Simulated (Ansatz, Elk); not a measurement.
**Bonding as seen by X-rays: CuNi3As**

The structure of CuNi3As used here is made up (a known structure type with other elements) and was relaxed beforehand with PBEsol. The aim is the Fourier transform of its all-electron density, F(hkl), set beside the sum over free spherical atoms that refinements use.

Program: Elk 11.2.3 (patched build). Level of theory: DFT, PBE, all-electron APW+lo, Dirac cores, scalar-relativistic bands, static density, no spin. Results are calculated unless marked as measured.

This account leaves out most program logs.

The structure was built from a prototype and need not be the compound's stable phase.

## Step 1: The structure

Symmetry: Pm-3m, No. 221, cubic system. Conventional cell: a = 4.227 Å, b = 4.227 Å, c = 4.227 Å, α = 90.00°, β = 90.00°, γ = 90.00°. Nearest to As lie 6 Ni at 2.11 Å. Cu has 12 Ni at 2.99 Å nearest. Nearest to Ni lie 2 As at 2.11 Å and 8 Ni at 2.99 Å and 4 Cu at 2.99 Å. Farther neighbours are not listed.

Structure file:

```cif
data_structure
_symmetry_space_group_name_H-M 'Pm-3m'
_symmetry_Int_Tables_number 221
_cell_length_a 4.2268
_cell_length_b 4.2268
_cell_length_c 4.2268
_cell_angle_alpha 90.000
_cell_angle_beta 90.000
_cell_angle_gamma 90.000
_cell_volume 75.52
loop_
_atom_site_label
_atom_site_type_symbol
_atom_site_symmetry_multiplicity
_atom_site_Wyckoff_symbol
_atom_site_fract_x
_atom_site_fract_y
_atom_site_fract_z
_atom_site_occupancy
As1 As 1 b 0.50000 0.50000 0.50000 1
Cu1 Cu 1 a 0.00000 0.00000 0.00000 1
Ni1 Ni 3 c 0.50000 0.00000 0.50000 1
```

## Step 2: Ground state and structure factors

An all-electron density is needed, since X-rays see the cores too. Task 0 finds the density and task 195 Fourier-transforms it; tshift is off so that phases refer to the origin typed.

File elk.in:

```
tasks
  0
  195

xctype
  20

spinpol
  .false.

rgkmax
  7.0

gmaxvr
  14.0

lmaxo
  7

lmaxapw
  8

swidth
  0.002

tshift
  .false.

ramdisk
  .false.

hmaxvr
  5.5

maxscl
  120

epspot
  1e-06

sppath
  './'

avec
  7.98748594163 0.00000000000 -0.00000000000
  0.00000000000 7.98748594163 0.00000000000
  -0.00000000000 0.00000000000 7.98748594163

atoms
  3
  'As.in'
  1
  0.5000000000 0.5000000000 0.5000000000   0.000000 0.000000 0.000000
  'Cu.in'
  1
  0.0000000000 0.0000000000 0.0000000000   0.000000 0.000000 0.000000
  'Ni.in'
  3
  0.5000000000 -0.0000000000 0.5000000000   0.000000 0.000000 0.000000
  0.5000000000 0.5000000000 0.0000000000   0.000000 0.000000 0.000000
  -0.0000000000 0.5000000000 0.5000000000   0.000000 0.000000 0.000000

ngridk
  5 5 5
```

The run is started by

```sh
> OMP_NUM_THREADS=4 elk
```

It took 18 s on 4 threads of Intel Xeon Platinum 8559C (Emerald Rapids), shared host; peak memory 0.21 GiB.

SFACRHO.OUT:

```text

h k l indices transformed by vhmat matrix:
   1.000000000       0.000000000       0.000000000    
   0.000000000       1.000000000       0.000000000    
   0.000000000       0.000000000       1.000000000    

      h      k      l  multipl.   |H|            Re(F)            Im(F)           |F|

      0      0      0      1   0.0000000       146.00000     -0.25324280E-17   146.00000    
     -1      0      0      6  0.78662865      -28.799703      0.23998851E-13   28.799703    
      1     -1      0     12   1.1124609       28.656206     -0.65774362E-14   28.656206    
     -1     -1     -1      8   1.3624808       63.052561     -0.63730882E-14   63.052561    
      0      0     -2      6   1.5732573       109.20755     -0.42225134E-13   109.20755    
     -1     -2      0     24   1.7589551      -22.713078      0.54842891E-13   22.713078    
      1     -2      1     24   1.9268388       24.000378      0.21237752E-13   24.000378    
      0      2     -2     12   2.2249218       92.615258      0.10544519E-13   92.615258    
      0     -3      0      6   2.3598860      -19.892308      0.77514786E-13   19.892308    
     -1      2     -2     24   2.3598860      -19.958522      0.20558430E-13   19.958522    
      3      1      0     24   2.4875382       21.306589      0.19090421E-13   21.306589    
      1     -3      1     24   2.6089521       44.109749     -0.14096851E-13   44.109749    
     -2      2      2      8   2.7249616       81.321356      0.32348665E-13   81.321356    
     -3      2      0     24   2.8362299      -17.923036      0.41449810E-13   17.923036    
     -3      1      2     48   2.9432949       19.322370     -0.17271204E-13   19.322370    
      0     -4      0      6   3.1465146       72.901449     -0.57849130E-13   72.901449    
      2     -2     -3     24   3.2433530      -16.411815      0.40439055E-13   16.411815    
      4     -1      0     24   3.2433530      -16.588398      0.32524162E-13   16.588398
```

Elk indexes on the primitive cell of elk.in and gives |H| = 4π sin θ/λ in inverse bohr. Below, one row stands for each form hkl of the conventional cell (m members, Friedel mates merged), F is for one primitive cell and the density is static (no thermal factor). Free-atom factors are Waasmaier and Kirfel's, and R is Σm||F|−|F'||/Σm|F|.

| hkl | m | sin θ/λ (Å⁻¹) | abs F, DFT | neutral atoms | diff. |
| --- | --- | --- | --- | --- | --- |
| 100 | 6 | 0.118 | 28.800 | 28.361 | +0.439 |
| 110 | 12 | 0.167 | 28.656 | 28.962 | -0.306 |
| 111 | 8 | 0.205 | 63.053 | 63.254 | -0.201 |
| 200 | 6 | 0.237 | 109.207 | 109.645 | -0.438 |
| 210 | 24 | 0.265 | 22.713 | 22.634 | +0.079 |
| 211 | 24 | 0.290 | 24.000 | 24.268 | -0.268 |
| 220 | 12 | 0.335 | 92.615 | 93.016 | -0.400 |
| 300 | 6 | 0.355 | 19.892 | 20.004 | -0.111 |
| 221 | 24 | 0.355 | 19.959 | 20.004 | -0.045 |
| 310 | 24 | 0.374 | 21.307 | 21.465 | -0.158 |
| 311 | 24 | 0.392 | 44.110 | 44.185 | -0.076 |
| 222 | 8 | 0.410 | 81.321 | 81.511 | -0.190 |
| 320 | 24 | 0.426 | 17.923 | 18.083 | -0.160 |
| 321 | 48 | 0.443 | 19.322 | 19.366 | -0.044 |
| 400 | 6 | 0.473 | 72.901 | 72.909 | -0.008 |
| 322 | 24 | 0.488 | 16.412 | 16.535 | -0.123 |
| 410 | 24 | 0.488 | 16.588 | 16.535 | +0.053 |
| 411 | 24 | 0.502 | 17.864 | 17.681 | +0.183 |

## Step 3: The highest occupied states alone

An energy window below the Fermi level keeps the highest occupied states, to see at which angles they scatter; shallow core shells can lie inside it and anion s states outside. No new self-consistency is needed.

Edit elk.in of step 2 so:

```diff
@@ -1,3 +1,2 @@
 tasks
-  0
   195
@@ -40,2 +39,5 @@
 
+wsfac
+  -0.149880 0.517610
+
 sppath
```

The run is started by

```sh
> OMP_NUM_THREADS=4 elk
```

Run time: 6 s. Hardware: 4 threads; peak memory 0.16 GiB; 8.2 s of CPU time.

States within 10 eV below the Fermi level hold 44.00 electrons; any levels below the window count with the cores. Their amplitudes can exceed the total, where window and core parts have opposite phase:

```csv
hkl,sin θ/λ (Å⁻¹),"abs F, window","abs F, all"
100,0.118,0.635,28.800
110,0.167,1.764,28.656
111,0.205,23.353,63.053
200,0.237,21.131,109.207
210,0.265,0.897,22.713
211,0.290,0.802,24.000
220,0.335,14.257,92.615
300,0.355,0.938,19.892
221,0.355,0.785,19.959
310,0.374,0.536,21.307
```

## Step 4: Another functional

The difference from free atoms is small, so it is set against the change that LDA (Perdew-Wang) makes.

Edit elk.in of step 3 so:

```diff
@@ -1,2 +1,3 @@
 tasks
+  0
   195
@@ -4,3 +5,3 @@
 xctype
-  20
+  3
 
@@ -39,5 +40,2 @@
 
-wsfac
-  -0.149880 0.517610
-
 sppath
```

The run is started by

```sh
> OMP_NUM_THREADS=4 elk
```

Run time: 11 s. Hardware: 4 threads; peak memory 0.18 GiB.

Against the first run R = 0.05 %; the largest change is -0.058 at 222.

## Step 5: A coarser k-mesh

About half the k-points along each axis test the sampling.

Edit elk.in of step 4 so:

```diff
@@ -5,3 +5,3 @@
 xctype
-  3
+  20
 
@@ -63,2 +63,2 @@
 ngridk
-  5 5 5
+  2 2 2
```

The run is started by

```sh
> OMP_NUM_THREADS=4 elk
```

Run time: 14 s. Hardware: 4 threads; peak memory 0.2 GiB.

Against the first run R = 0.05 %; the largest change is -0.078 at 111.

## Step 6: Settings against the effect

```
              run  R against the first run (%)  R against neutral atoms, low angle (%)  wall time
    PBE, rgkmax 7                         0.00                                    0.67       18 s
LDA (Perdew-Wang)                         0.05                                    0.69       11 s
     k-mesh 2×2×2                         0.05                                    0.72       14 s
```

## Step 7: Results

```json
{
 "R against neutral atoms, sin θ/λ < 0.3 Å⁻¹": "0.67 %",
 "R against neutral atoms, 0.3 to 0.82 Å⁻¹": "0.38 %"
}
```

**Reading.** Independent neutral atoms miss the calculated amplitudes by R = 0.67 % below 0.3 Å⁻¹ and 0.38 % from there to 0.82 Å⁻¹; by shells, 1.52 % below 0.15 Å⁻¹ (1 form), 0.62 % 0.15 to 0.3 (5 forms), 0.37 % 0.3 to 0.45 (8 forms), 0.38 % above 0.45 (41 forms). Bonding, aspherical density and the tables' own atoms all enter these figures, and the runs don't part them. The largest change of an amplitude is +0.44 electrons, at 100. The window's part falls from 44.0 electrons at the origin to at most 7.89 between 0.45 and 0.82 Å⁻¹, where compact states inside the window still scatter. Below 0.3 Å⁻¹ the changes that finished (LDA (Perdew-Wang) and k-mesh 2×2×2) move F by R = 0.06 % at most, against the 0.67 % that separates it from free atoms. The basis has no finished test. These runs have no spin, though d or f shells may be open. Part of the difference isn't bonding: the tables are fits to free atoms and ions calculated by other methods than this functional. Thermal motion, anomalous dispersion and extinction are left out.

[Logs are printed without paths, hosts, clocks, repeated set-up lines and the standing remarks that a program may print on its own settings, such as how far it seeks lower states.]

[Hosts, paths, dates, database ids (printed as entryN), source tags and the programs' standing remarks are cut or masked in the printed files.]
